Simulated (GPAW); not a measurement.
## How CoSi2 absorbs and reflects light

Aim: the dielectric function of CoSi2, and the optical constants that follow from it. The cell comes from an older database entry, whose edges can differ from later determinations, mostly by under a per cent.

Main program and level: GPAW 26.7.0; DFT, LDA, plane-wave PAW (GPAW data sets), scalar-relativistic, RPA, optical limit.

The database entry behind the starting cell differs from later determinations by our own check (0.1 to 0.3 % short, probably kX units), so it need not match the best structure at ambient conditions.

### Step 1. Starting point

Symmetry: Fm-3m, No. 225, cubic system. The conventional cell has a = 5.356 Å, b = 5.356 Å, c = 5.356 Å, α = 90.00°, β = 90.00°, γ = 90.00°. Nearest to Co lie 8 Si at 2.32 Å. Si has 4 Co at 2.32 Å nearest. Farther neighbours are not listed.

Coordinates:

```xyz
3
Lattice="0.0000 2.6780 2.6780 2.6780 0.0000 2.6780 2.6780 2.6780 0.0000" Properties=species:S:1:pos:R:3 pbc="T T T"
Co    0.0000    0.0000    0.0000
Si    4.0170    4.0170    4.0170
Si    1.3390    1.3390    1.3390
```

### Step 2. Bands for the response

The response needs many more empty bands than the density does.

This step: DFT, LDA, plane-wave PAW (GPAW data sets), scalar-relativistic, bands at fixed density (GPAW 26.7.0).

The input, nscf.py:

```python
from ase.dft.bandgap import bandgap
from gpaw import GPAW, FermiDirac

calc = GPAW('gs.gpw').fixed_density(kpts={'size': (10, 10, 10), 'gamma': True}, nbands=45, convergence={'bands': 39},
                                    occupations=FermiDirac(0.05), txt='nscf.txt')
print('gap (eV)', bandgap(calc, output=None)[0])
print('direct gap (eV)', bandgap(calc, direct=True, output=None)[0])
print('top band over the Fermi level (eV)', min(calc.get_eigenvalues(kpt=k)[38] for k in range(len(calc.get_ibz_k_points()))) - calc.get_fermi_level())
calc.write('full.gpw', mode='all')
```

On the command line:

```console
$ OMP_NUM_THREADS=1 python nscf.py
```

Numbers of over 12 decimals in the logs are rounded to 6 here.

Log:

```text
Diagonalizing LCAO Hamiltonian
Converting LCAO to pw mode
convergence criteria:
- Maximum integral of absolute [eigenst]ate change: 4e-08 eV^2 / valence electron
maximum number of iterations: 150

SCF iterations
|iter     |      energy | eigst |  dens |
|iter:   1||             | +3.69 |       |
|iter:   2||             | +2.31 |       |
|iter:   3||             | +1.68 |       |
|iter:   4||             | +1.36 |       |
|iter:   5||             | +0.69 |       |
|iter:   6||             | -0.43 |       |
|iter:   7||             | -1.10 |       |
|iter:   8||             | -1.60 |       |
|iter:   9||             | -2.05 |       |
|iter:  10||             | -2.53 |       |
|iter:  11||             | -3.00 |       |
|iter:  12||             | -3.50 |       |
|iter:  13||             | -3.99 |       |
|iter:  14||             | -4.52 |       |
|iter:  15||             | -5.00 |       |
|iter:  16||             | -5.49 |       |
|iter:  17||             | -5.97 |       |
|iter:  18||             | -6.41 |       |
|iter:  19||             | -6.76 |       |
|iter:  20||             | -7.02 |       |
|iter:  21||             | -7.23 |       |
|iter:  22||             | -7.37 |       |
|iter:  23||             | -7.55c|       |
SCF steps: 23
  __  _  _
 | _ |_)|_||  |
 |__||  | ||/\| - 26.7.0

Versions:
  Python: 3.12.14
  ASE:    3.29.0
  Numpy:  2.5.5
  Scipy:  1.18.1
  Libxc:  7.0.0

Input parameters:
  mode=PW(ecut=500.0),
  convergence={'bands': 39},
  gpts=array([20, 20, 20]),
  kpts=MonkhorstPack(size=(10, 10, 10), gamma=True),
  maxiter=150,
  nbands=45,
  occupations=Occupations(name='fermi-dirac', width=0.05, fixmagmom=False),
  parallel={},
  xc=XC(name='LDA')

--- standard output ---
gap (eV) 0.0
direct gap (eV) 0.0
top band over the Fermi level (eV) 32.564516
```

Wall time 69 s (1 thread of Arm Neoverse V1, shared host); peak memory 0.18 GiB.

This run has no spin polarisation, although Co can carry a moment.

### Step 3. Dielectric function, RPA

Local fields let the induced charge screen the field inside the cell, which as a rule lowers ε, most along directions where the density is uneven.

This step: DFT, LDA, plane-wave PAW (GPAW data sets), scalar-relativistic, RPA, optical limit (GPAW 26.7.0).

The input, df.py:

```python
from gpaw.response.df import DielectricFunction

df = DielectricFunction('full.gpw', frequencies={'type': 'nonlinear', 'domega0': 0.03, 'omega2': 8},
                        ecut=50,
                        eta=0.15,
                        nbands=39,
                        rate=0.05,
                        txt='df.txt')
for direction in ['x']:
    df.get_dielectric_function(xc='RPA', direction=direction, filename=f'df_{direction}.csv')
```

On the command line:

```console
$ OMP_NUM_THREADS=1 python df.py
```

Log:

```text
Using integrator: PointIntegrator
NonLinearFrequencyDescriptor(from 0.000 to 50.231 eV, 466 points)
Nonperiodic BCs:  [False False False]
Using integrator: PointIntegrator
NonLinearFrequencyDescriptor(from 0.000 to 50.231 eV, 466 points)
Nonperiodic BCs:  [False False False]
Using integrator: PointIntegrator

Calculating chi0 body with:
    Ground state adapter containing:
    Number of spins: 1
    Number of kpoints: 1000
    Number of irreducible kpoints: 47
    Number of completely occupied states: 6
    Number of partially occupied states: 9

    Linear response parametrization:
    q_c: [0.0, 0.0, 0.0]
    Number of frequency points: 466
    Planewave cutoff: 50.0
    Number of bands: 39
    Number of planewaves: 27
    Broadening (eta): 0.15

Integrating chi0 body.

Symmetries of q_c:
    Direct symmetries (Uq -> q): 48
    Indirect symmetries (TUq -> q): 0
In total 48 allowed symmetries.

47 groups of equivalent kpoints. 95.3% reduction.

Integral kind: spectral function

Calculating chi0 optical extensions with:
    Ground state adapter containing:
    Number of spins: 1
    Number of kpoints: 1000
    Number of irreducible kpoints: 47
    Number of completely occupied states: 6
    Number of partially occupied states: 9

    Linear response parametrization:
    Number of frequency points: 466
    Planewave cutoff: 50.0
    Number of bands: 39
    Number of planewaves: 27
    Broadening (eta): 0.15
Integrating chi0 head and wings.

Symmetries of q_c:
    Direct symmetries (Uq -> q): 48
    Indirect symmetries (TUq -> q): 0
In total 48 allowed symmetries.

47 groups of equivalent kpoints. 95.3% reduction.

Integral kind: spectral function wings

Calculating drude chi0 with:
    Number of frequency points:466
    Plasma frequency decay rate: 0.05 eV

    Ground state adapter containing:
    Number of spins: 1
    Number of kpoints: 1000
    Number of irreducible kpoints: 47
    Number of completely occupied states: 6
    Number of partially occupied states: 9

Symmetries of q_c:
    Direct symmetries (Uq -> q): 48
    Indirect symmetries (TUq -> q): 0
In total 48 allowed symmetries.

47 groups of equivalent kpoints. 95.3% reduction.

Integral kind: intraband
Plasma frequency:
[[5.23+0.j 0.  -0.j 0.  +0.j]
 [0.  +0.j 5.23+0.j 0.  -0.j]
 [0.  +0.j 0.  -0.j 5.23+0.j]]
```

It took 9.2 s on 1 thread; peak memory 0.23 GiB.

Sum at mesh points, not converged in k. Table of Im ε, E ∥ x by photon energy; read off at these points:

| photon energy (eV) | Im ε, E ∥ x |
| --- | --- |
| 0.50 | 57.6 |
| 1.00 | 10.6 |
| 1.50 | 5.04 |
| 2.00 | 7.61 |
| 2.50 | 9.67 |
| 2.66 | 13.5 |
| 3.00 | 12.6 |
| 3.50 | 10.1 |
| 4.00 | 10.1 |
| 4.29 | 12.2 |
| 4.50 | 10.7 |
| 5.00 | 10.3 |
| 5.50 | 19.4 |
| 6.00 | 14.9 |
| 6.50 | 9.04 |
| 7.00 | 8.87 |
| 7.50 | 6.43 |
| 8.00 | 4.72 |
| 8.50 | 3.81 |
| 9.00 | 3.38 |
| 9.50 | 2.71 |
| 10.00 | 2.15 |
| 10.50 | 1.89 |
| 11.00 | 1.57 |
| 11.50 | 1.53 |
| 12.00 | 1.21 |
| 12.50 | 1.08 |
| 13.00 | 0.859 |
| 13.50 | 0.676 |

Values under 1 per cm are given as 1; sum at mesh points, not converged in k. Table of absorption coefficient, E ∥ x by photon energy:

| photon energy (eV) | absorption coefficient, E ∥ x (1/cm) |
| --- | --- |
| 0.492 | 5.0e5 |
| 1.010 | 4.5e5 |
| 1.486 | 2.8e5 |
| 1.985 | 2.6e5 |
| 2.508 | 3.4e5 |
| 3.018 | 6.2e5 |
| 3.510 | 6.2e5 |
| 3.980 | 7.1e5 |
| 4.516 | 8.8e5 |
| 4.981 | 8.1e5 |
| 5.515 | 1.7e6 |
| 6.021 | 1.9e6 |
| 6.494 | 1.8e6 |
| 6.985 | 2.0e6 |
| 7.496 | 2.0e6 |
| 8.026 | 1.9e6 |
| 8.516 | 1.9e6 |
| 9.023 | 1.8e6 |
| 9.483 | 1.9e6 |
| 10.026 | 1.8e6 |
| 10.519 | 1.7e6 |
| 11.029 | 1.7e6 |
| 11.479 | 1.7e6 |
| 12.023 | 1.7e6 |
| 12.504 | 1.7e6 |
| 13.000 | 1.6e6 |
| 13.512 | 1.5e6 |

Sum at mesh points, not converged in k. The Im ε, E ∥ x by photon energy; read off at these points:

| photon energy (eV) | without local fields | with local fields |
| --- | --- | --- |
| 0.50 | 57.5 | 57.6 |
| 1.00 | 10.6 | 10.6 |
| 1.50 | 5.09 | 5.04 |
| 2.00 | 7.82 | 7.61 |
| 2.50 | 9.97 | 9.67 |
| 2.66 | 13.9 | 13.5 |
| 3.00 | 12.9 | 12.6 |
| 3.50 | 10.3 | 10.1 |
| 4.00 | 10.4 | 10.1 |
| 4.29 | 12.7 | 12.2 |
| 4.50 | 11.1 | 10.7 |
| 5.00 | 11.0 | 10.3 |
| 5.50 | 20.2 | 19.4 |
| 6.00 | 15.2 | 14.9 |
| 6.50 | 8.95 | 9.04 |
| 7.00 | 8.80 | 8.87 |
| 7.50 | 6.55 | 6.43 |
| 8.00 | 4.86 | 4.72 |
| 8.50 | 3.81 | 3.81 |
| 9.00 | 3.46 | 3.38 |
| 9.50 | 2.74 | 2.71 |
| 10.00 | 2.16 | 2.15 |
| 10.50 | 1.91 | 1.89 |
| 11.00 | 1.53 | 1.57 |
| 11.50 | 1.49 | 1.53 |
| 12.00 | 1.20 | 1.21 |
| 12.50 | 1.07 | 1.08 |
| 13.00 | 0.841 | 0.859 |
| 13.50 | 0.654 | 0.676 |

Sum at mesh points, not converged in k. Reflectivity at normal incidence, E ∥ x against photon energy; read off at these points:

photon energy (eV), reflectivity at normal incidence, E ∥ x (%) and a bar from the least value:
```
     0.50       89.8 ##############################
     1.00       80.8 #########################
     1.50       38.0 ###
     2.00       31.8 
     2.50       37.7 ###
     2.66       41.6 #####
     3.00       40.8 #####
     3.50       36.4 ##
     4.00       36.4 ##
     4.50       38.4 ###
     5.00       36.7 ###
     5.50       51.7 ##########
     6.00       53.5 ###########
     6.33       58.0 ##############
     6.50       54.8 ############
     7.00       56.5 #############
     7.50       59.1 ##############
     8.00       57.1 #############
     8.50       60.0 ###############
     8.58       60.7 ###############
     9.00       52.9 ###########
     9.50       59.4 ##############
     9.62       60.2 ###############
    10.00       57.0 #############
    10.50       55.2 ############
    11.00       56.2 #############
    11.50       53.6 ###########
    12.00       55.9 ############
    12.50       55.2 ############
    13.00       58.2 ##############
    13.17       61.1 ###############
    13.50       55.7 ############
```

The loss function −Im 1/ε at q → 0, E ∥ x has structure finer than the step of the table below, so its rows give means over 0.5 eV, whole bins alone (the curve runs from 0.305 to 14.0 eV). Peaks (eV: height): 1.59: 0.224.

Sum at mesh points, not converged in k. Table of loss function −Im 1/ε at q → 0, E ∥ x by energy loss; means over each step:

| energy loss (eV) | loss function −Im 1/ε at q → 0, E ∥ x |
| --- | --- |
| 1.0 | 0.0257 |
| 1.5 | 0.150 |
| 2.0 | 0.0735 |
| 2.5 | 0.0501 |
| 3.0 | 0.0684 |
| 3.5 | 0.0785 |
| 4.0 | 0.0717 |
| 4.5 | 0.0800 |
| 5.0 | 0.0654 |
| 5.5 | 0.0535 |
| 6.0 | 0.0652 |
| 6.5 | 0.0825 |
| 7.0 | 0.0838 |
| 7.5 | 0.0905 |
| 8.0 | 0.111 |
| 8.5 | 0.118 |
| 9.0 | 0.151 |
| 9.5 | 0.146 |
| 10.0 | 0.177 |
| 10.5 | 0.203 |
| 11.0 | 0.228 |
| 11.5 | 0.256 |
| 12.0 | 0.279 |
| 12.5 | 0.311 |
| 13.0 | 0.322 |
| 13.5 | 0.436 |

At chosen wavelengths:

| wavelength (nm) | n | k | R (%) | 1/α |
| --- | --- | --- | --- | --- |
| 1550 | 1.15 | 6.126 | 89.1 | 20 nm |
| 1064 | 1.06 | 3.526 | 74.6 | 24 nm |
| 800 | 1.48 | 1.549 | 30.8 | 41 nm |
| 633 | 2.96 | 1.230 | 31.2 | 41 nm |
| 405 | 3.03 | 2.058 | 40.8 | 16 nm |
| 365 | 2.90 | 1.703 | 35.9 | 17 nm |
| 193 | 1.68 | 2.906 | 57.0 | 5.3 nm |

In reflection the computed colour is faintly blue: x = 0.292, y = 0.300, luminous reflectivity 33 %.

### Step 4. Results

**Reading.** At this level (LDA, RPA) CoSi2 is a metal. The mesh is too coarse to trust the carriers' weight, the reflectivity or the colour to better than tens of per cent. In reflection the computed colour is faintly blue: x = 0.292, y = 0.300, luminous reflectivity 33 %. The carriers' damping of 0.05 eV is typed, not computed; it shapes the response at the lowest energies. The run has no spin polarisation; magnetic order or correlation, untested here, could change the spectrum. In this version of GPAW the matrix elements of the optical limit are incomplete, which can lower ε − 1 by up to a tenth where first-row anions or d states rule, and shift it by more in d metals. GPAW's carrier term has the form −ωp²/(ω + i·rate)², which damps like twice the rate and fails at low energy, so the curves leave the lowest energies out. The sum runs over mesh points 0.20 Å⁻¹ apart with no interpolation, so peaks are partly noise of the mesh, and the Drude plasma energy, a sum over the Fermi surface, isn't converged.

[Machine, clock and banner lines and Python warnings are left out of the logs.]

[Logs are printed without paths, hosts, clocks, repeated set-up lines and the standing remarks that a program may print on its own settings, such as how far it seeks lower states.]

[Hosts, paths, dates, database ids (printed as entryN), source tags and the programs' standing remarks are cut or masked in the printed files.]
